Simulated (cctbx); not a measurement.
**Diagnosing a refinement**

Cell a = 8.5810 Å, b = 8.5810 Å, c = 8.6620 Å, α = 90.00°, β = 90.00°, γ = 90.00°; space group I-42d (no. 122). The compound is Ce2EuS4.

The data are simulated with cctbx, not measured: Mo Kα, λ = 0.71073 Å, to d = 0.84 Å, 80 % of the full sphere, strongest reflection 5000 counts, noise from counting, a 6 % proportional error and a noise floor of 15 counts (s.d.); no absorption.

An anisotropic refinement with weights 1/σ² prints:

```text
Rint 0.051, 286 unique reflections to 0.84 A
cycle     R1     wR2    GooF  max shift (A)
   1  0.0668  0.1654   4.558   0.01311
   2  0.0328  0.0851   2.346   0.00000
final R1 0.0328 wR2 0.0851 GooF 2.346  parameters 16  data/parameter 17.9
atom        x        y        z      Ueq    occ   su(xyz)  su(Uiso or U11)
Ce1    0.00000  0.00000  0.00000   0.0031  1.000  0.00000  0.0006
Eu1    0.25000  0.13201  0.37500   0.0106  1.000  0.00015  0.0007
S1     0.32669  0.42306  0.19606   0.0084  1.000  0.00054  0.0023
difference map: max 3.62 min -1.56 rms 0.51
Q1    0.0000  0.0000  0.0000    4    3.62  0.00 A from Ce1
Q2    0.0000  0.0000  0.5000    4    1.53  2.35 A from S1
Q3    0.1452  0.1381  0.1990   16    1.44  1.77 A from Eu1
Q4    0.0000  0.0000  0.3126    8    1.42  1.63 A from S1
Q5    0.9990  0.2500  0.6250    8    1.18  1.12 A from Eu1
Q6    0.0858  0.1480  0.2438   16    0.98  1.51 A from S1
```

Q: Accept it or mend it, and why?

Mend it. The fault: elements exchanged: Eu1 is Ce and Ce1 is Eu. Against the right model at the same level, R1 goes from 0.0155 to 0.0328 and GooF from 0.97 to 2.35, U of Ce1 shrinks from 0.0116 to 0.0031 Å², U of Eu1 swells from 0.0068 to 0.0106 Å² and the top difference peak, 3.6 e/Å³, lies on Ce1. Eu1 has 5 electrons too many and its U swells to shed them, as expected; Ce1 has 5 electrons too few and its U shrinks to make up, as expected.

The compound is Ce2EuS4. The right model at the same level gives:

```text
Rint 0.051, 286 unique reflections to 0.84 A
cycle     R1     wR2    GooF  max shift (A)
   1  0.0184  0.0423   1.165   0.00259
   2  0.0155  0.0352   0.969   0.00000
final R1 0.0155 wR2 0.0352 GooF 0.969  parameters 16  data/parameter 17.9
atom        x        y        z      Ueq    occ   su(xyz)  su(Uiso or U11)
Eu1    0.00000  0.00000  0.00000   0.0116  1.000  0.00000  0.0003
Ce1    0.25000  0.13207  0.37500   0.0068  1.000  0.00006  0.0003
S1     0.32680  0.42200  0.19540   0.0105  1.000  0.00022  0.0009
Flack x: 0.03(5)
Hooft y: 0.026(39)  Bijvoet pairs: 112
difference map: max 0.90 min -0.73 rms 0.20
Q1    0.1830  0.2500  0.1250    8    0.91  2.02 A from S1
Q2    0.0000  0.0000  0.3401    8    0.56  1.66 A from S1
Q3    0.0009  0.1795  0.8698   16    0.54  1.58 A from S1
Q4    0.0449  0.0752  0.9520   16    0.53  0.86 A from Eu1
Q5    0.0127  0.1000  0.6334   16    0.51  1.49 A from S1
Q6    0.1856  0.2510  0.0207   16    0.51  1.70 A from Ce1
```

The model is made up (kin elements in a known structure type, no relaxation), so it says nothing on whether the phase exists.

[Middle refinement cycles are left out of these outputs.]

[Logs are printed without paths, hosts, clocks, repeated set-up lines and the standing remarks that a program may print on its own settings, such as how far it seeks lower states.]
